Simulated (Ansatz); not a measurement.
# Ge wire along [100], 21 atoms a period, H-terminated: bands by functional, part 2 of 2

Wanted: the relaxed geometry and the bands of the Ge wire along [100], 21 atoms a period, H-terminated.

Ansatz 0.2.0; DFT PBE, plane waves, PAW; relaxation of a wire's period; PAW set soft_1 (the session's first sound run).

So far. Step 2 (Relaxing the period): The cell's length comes to 5.789 Å with spin left out.

## (3) Bands of the perfect wire

This step: DFT PBE, plane waves, PAW; bands of a perfect wire; PAW set soft_1 (Ansatz 0.2.0).

At the relaxed period the bands are computed along the axis; those that cross an energy going forward count the channels that a perfect wire would open there.

File input.yaml:

```yaml
crystal:
  lattice:
    - [17.241, 0.0, 0.0]
    - [0.0, 17.241, 0.0]
    - [0.0, 0.0, 5.7891364379]
  atoms:
    - { symbol: Ge, position: [0.334624324, 0.500009653, 0.0] }
    - { symbol: Ge, position: [0.500009653, 0.334624324, 0.0] }
    - { symbol: Ge, position: [0.500009653, 0.665394981, 0.0] }
    - { symbol: Ge, position: [0.665394981, 0.500009653, 0.0] }
    - { symbol: H, position: [0.213406749, 0.354168886, 0.063783269] }
    - { symbol: H, position: [0.354168886, 0.213406749, 0.063783269] }
    - { symbol: H, position: [0.645850419, 0.786612556, 0.063783269] }
    - { symbol: H, position: [0.786612556, 0.645850419, 0.063783269] }
    - { symbol: Ge, position: [0.253765969, 0.411515868, 0.231203462] }
    - { symbol: Ge, position: [0.411515868, 0.253765969, 0.231203462] }
    - { symbol: Ge, position: [0.417351814, 0.582667491, 0.251740981] }
    - { symbol: Ge, position: [0.582667491, 0.417351814, 0.251740981] }
    - { symbol: Ge, position: [0.588503437, 0.746253337, 0.231203462] }
    - { symbol: Ge, position: [0.746253337, 0.588503437, 0.231203462] }
    - { symbol: H, position: [0.282749587, 0.717269718, 0.353655042] }
    - { symbol: H, position: [0.717269718, 0.282749587, 0.353655042] }
    - { symbol: H, position: [0.189139679, 0.456372095, 0.358992612] }
    - { symbol: H, position: [0.456372095, 0.189139679, 0.358992612] }
    - { symbol: H, position: [0.54364721, 0.810879626, 0.358992612] }
    - { symbol: H, position: [0.810879626, 0.54364721, 0.358992612] }
    - { symbol: Ge, position: [0.335377408, 0.335377408, 0.494734397] }
    - { symbol: Ge, position: [0.335377408, 0.664641897, 0.505265603] }
    - { symbol: Ge, position: [0.500009653, 0.500009653, 0.5] }
    - { symbol: Ge, position: [0.664641897, 0.335377408, 0.505265603] }
    - { symbol: Ge, position: [0.664641897, 0.664641897, 0.494734397] }
    - { symbol: H, position: [0.189139679, 0.54364721, 0.641007388] }
    - { symbol: H, position: [0.456372095, 0.810879626, 0.641007388] }
    - { symbol: H, position: [0.54364721, 0.189139679, 0.641007388] }
    - { symbol: H, position: [0.810879626, 0.456372095, 0.641007388] }
    - { symbol: H, position: [0.282749587, 0.282749587, 0.646344958] }
    - { symbol: H, position: [0.717269718, 0.717269718, 0.646344958] }
    - { symbol: Ge, position: [0.253765969, 0.588503437, 0.768796538] }
    - { symbol: Ge, position: [0.417351814, 0.417351814, 0.748259019] }
    - { symbol: Ge, position: [0.411515868, 0.746253337, 0.768796538] }
    - { symbol: Ge, position: [0.588503437, 0.253765969, 0.768796538] }
    - { symbol: Ge, position: [0.582667491, 0.582667491, 0.748259019] }
    - { symbol: Ge, position: [0.746253337, 0.411515868, 0.768796538] }
    - { symbol: H, position: [0.213406749, 0.645850419, 0.936216731] }
    - { symbol: H, position: [0.354168886, 0.786612556, 0.936216731] }
    - { symbol: H, position: [0.645850419, 0.213406749, 0.936216731] }
    - { symbol: H, position: [0.786612556, 0.354168886, 0.936216731] }
kpoints:
  mp_grid: { grid: [1, 1, 14] }
  band_path: { path: ["Γ", Z], npoints: 90 }
scf:
  occupations: { method: fermi_dirac, width: 0.05 }
hamiltonian:
  xc: pbe
  pseudopotentials: { kind: paw, azcp: { folder: soft_1 } }
output:
  dos: { e_range: [-5, 4] }
  write_potential: true
  write_density: true
  volumetric_format: npy
```

Launch:

```bash
$ ansatz run input.yaml --threads 4 --pin off --max-ram 16384MiB --backend cpu --events-out ev --progress --plain --runs-dir out
```

Numbers of over 12 decimals in the logs are rounded to 6 here.

The log of the run:

```text
[...]
Crystal: 41 atoms, lattice volume = 1720.833 Å³
Basis set: ecut = 420 eV, 33675 PW (Γ)
Bands: 198, of which v1, the nominal top of the filled ones, is band 157 counted from 1 (156 counted from 0)
Symmetry: 8 space group operations
[...]
k-points: 8 of 14
[...]
SCF iter   1: F=—  HF=-90512.745693 eV  |F-HF|=—  |Δ(HF+E_count)|=         —  Δρ=3.55e-2  dr2=1.80e1  ethr=3.10e-3  ⟨swp⟩=6.4  Hψ=6260  notcnv=0  defer=78
[...]
SCF iter  10: F=-90507.792036 eV  HF=-90507.792036 eV  |F-HF|=6.23e-9  |Δ(HF+E_count)|=   1.32e-7  Δρ=1.01e-6  dr2=1.28e-8  ethr=3.18e-11  ⟨swp⟩=14.1  Hψ=7673  notcnv=0
SCF 1 converged in 10 iterations: F = -90507.792036 eV  dr2 = 1.28e-8
[...]
NSCF: frozen V_eff on 91 k-points
WARN: pass on a band path, mesh or list of k-points: the 91 k-points are solved 48 at a time at the most, because the 14.40 GiB of host memory that the pass is priced against does not hold them all with the solver's workspace as planned. The pass can take longer, above all where fewer k-points are solved at a time than the run has threads. As a rule a larger memory budget leaves room for more at once. The budget is what a run with no `--max-ram-frac` typed is planned for, 0.8 of the host's memory or its container's limit. More memory there lifts it, and so does a share over 0.88 that is typed (of such a share the budget is ten elevenths): [rest of the remark cut]
WARN: The output density's exchange-correlation potential varies sharply where the density is thin. Do not read a vacuum level from v_tot or v_xc, or from such a field of the output density. On a cell that repeats whose density bears no net charge and no dipole along the vacuum's axis use v_es (v_loc + v_h of the components); under efield.dipole_correction with no amplitude use v_es + v_field, which holds any externa [...]
SCF converged after 10 iterations
Free energy (F): -90507.792036 eV
[...]
Internal energy: -90507.792036 eV  (E = F + TS)
E sigma→0 (E₀):  -90507.792036 eV
Fermi energy:    -0.436699 eV
[...]
--- Band table (eV; the first three rows and the last of 8) ---
  k-point 0: bands = [... 153 lower, -2.0621, -1.8136, -1.8136, -1.7252, 0.9801, 1.0631, 1.2732, 1.2732, ... 37 higher]
  k-point 1: bands = [... 153 lower, -2.0990, -1.8227, -1.8227, -1.7371, 0.9976, 1.1203, 1.3029, 1.3029, ... 37 higher]
  k-point 2: bands = [... 153 lower, -2.1946, -1.8446, -1.8446, -1.7774, 1.0467, 1.2650, 1.3302, 1.3302, ... 37 higher]
  k-point 7: bands = [... 153 lower, -2.2731, -2.2714, -2.2061, -2.2061, 0.8380, 0.9215, 1.0275, 1.0275, ... 37 higher]
```

Run time: 21 min. Hardware: 4 threads of Arm Neoverse V1, shared host; peak memory 12 GiB; 82 min of CPU time.

Numbers from this step:

| Quantity | Value |
| --- | --- |
| band gap | 2.561 eV |

Electronic bands along the path, in eV, zero at the Fermi level; v1 is the highest filled band, c1 the lowest empty one:

```csv
point,v4,v3,v2,v1,c1,c2,c3,c4
Γ,-1.63,-1.38,-1.38,-1.29,1.42,1.50,1.71,1.71
halfway,-1.91,-1.47,-1.45,-1.45,1.53,1.54,1.54,1.74
Z,-1.84,-1.83,-1.77,-1.77,1.27,1.36,1.46,1.46
```

The gap is 2.56 eV, with spin left out.

The path shows an indirect gap of 2.56 eV (valence top at Γ, conduction bottom between Γ and Z). The least direct gap is 2.71 eV.

## (4) Levels at the same atoms, cutoff 500 eV, k-mesh 1×1×11

This step: DFT r2SCAN, plane waves, PAW; bands of a perfect wire at the PBE geometry; PAW set soft_1 (Ansatz 0.2.0).

The atoms stay at the PBE geometry and the functional changes. r2SCAN also reads the kinetic-energy density; it often gives larger moments and wider gaps than PBE, at a higher cost. Against the first PBE run of this kind, the cutoff is 500 eV against 420 and the mesh along the wire has 11 points against 14.

input.yaml: that of step 3 with these lines changed.

```diff
@@ -48,3 +48,3 @@
 kpoints:
-  mp_grid: { grid: [1, 1, 14] }
+  mp_grid: { grid: [1, 1, 11] }
   band_path: { path: ["Γ", Z], npoints: 90 }
@@ -53,8 +53,3 @@
 hamiltonian:
-  xc: pbe
+  xc: r2scan
   pseudopotentials: { kind: paw, azcp: { folder: soft_1 } }
-output:
-  dos: { e_range: [-5, 4] }
-  write_potential: true
-  write_density: true
-  volumetric_format: npy
```

The log of the run:

```text
[...]
Crystal: 41 atoms, lattice volume = 1720.833 Å³
Basis set: ecut = 500 eV, 43753 PW (Γ), exchange–correlation on 512×512×180 points (64 copies of the dense FFT grid, shifted against one another)
Bands: 198, of which v1, the nominal top of the filled ones, is band 157 counted from 1 (156 counted from 0)
Symmetry: 8 space group operations
[...]
k-points: 6 of 11
[...]
SCF iter   1: F=—  HF=-90678.213882 eV  |F-HF|=—  |Δ(HF+E_count)|=         —  Δρ=3.46e-2  dr2=1.68e1  dr2_τ=1.44e-1  ethr=3.10e-3  ⟨swp⟩=6.5  Hψ=4752  notcnv=0  defer=53
[...]
SCF iter  10: F=-90675.502717 eV  HF=-90675.502717 eV  |F-HF|=5.97e-8  |Δ(HF+E_count)|=   5.02e-7  Δρ=1.18e-6  dr2=2.38e-8  dr2_τ=3.99e-10  ethr=3.18e-11  ⟨swp⟩=14.2  Hψ=5390  notcnv=0
SCF 1 converged in 10 iterations: F = -90675.502717 eV  dr2 = 2.38e-8
[...]
SCF converged after 10 iterations
Free energy (F): -90675.502717 eV
[...]
Internal energy: -90675.502717 eV  (E = F + TS)
E sigma→0 (E₀):  -90675.502717 eV
Fermi energy:    -0.468877 eV
[...]
--- Band table (eV; the first three rows and the last of 6) ---
  k-point 0: bands = [... 153 lower, -2.2944, -2.0231, -2.0231, -1.9329, 1.1224, 1.1598, 1.3669, 1.3669, ... 37 higher]
  k-point 1: bands = [... 153 lower, -2.3537, -2.0379, -2.0379, -1.9532, 1.1863, 1.2174, 1.4168, 1.4168, ... 37 higher]
  k-point 2: bands = [... 153 lower, -2.4935, -2.0712, -2.0712, -2.0242, 1.2492, 1.3849, 1.3849, 1.4410, ... 37 higher]
  k-point 5: bands = [... 153 lower, -2.5218, -2.4759, -2.3826, -2.3826, 0.9849, 1.0934, 1.1598, 1.1598, ... 37 higher]
```

It took 31 min on 4 threads; peak memory 12 GiB; 2.1 h of CPU time.

This step gave:

```
band gap : 2.918 eV
```

The electronic bands at the labelled points (eV, zero at the Fermi level; v1 is the highest filled band, c1 the lowest empty one):

```csv
point,v4,v3,v2,v1,c1,c2,c3,c4
Γ,-1.83,-1.55,-1.55,-1.46,1.59,1.63,1.84,1.84
halfway,-2.12,-1.65,-1.63,-1.63,1.71,1.71,1.72,1.91
Z,-2.05,-2.04,-1.97,-1.97,1.46,1.52,1.63,1.63
```

The gap is 2.92 eV, against 2.56 eV under PBE at the relaxed period.

## (5) Summary of results

```yaml
cell_length_pbe: 5.789 Å
gap_pbe: 2.56 eV
gap_r2scan: 2.92 eV
```

**Reading.** Under PBE the cell's length is 5.79 Å, and a gap of 2.56 eV makes it a semiconductor. At the relaxed period the wire is gapped under every functional, from 2.56 eV (PBE) to 2.92 eV (r2SCAN). Weak screening in one dimension makes quasiparticle gaps larger than the semilocal gaps, as a rule.

[Logs are printed without paths, hosts, clocks, repeated set-up lines and the standing remarks that a program may print on its own settings, such as how far it seeks lower states.]

[Hosts, paths, dates, database ids (printed as entryN), source tags and the programs' standing remarks are cut or masked in the printed files.]
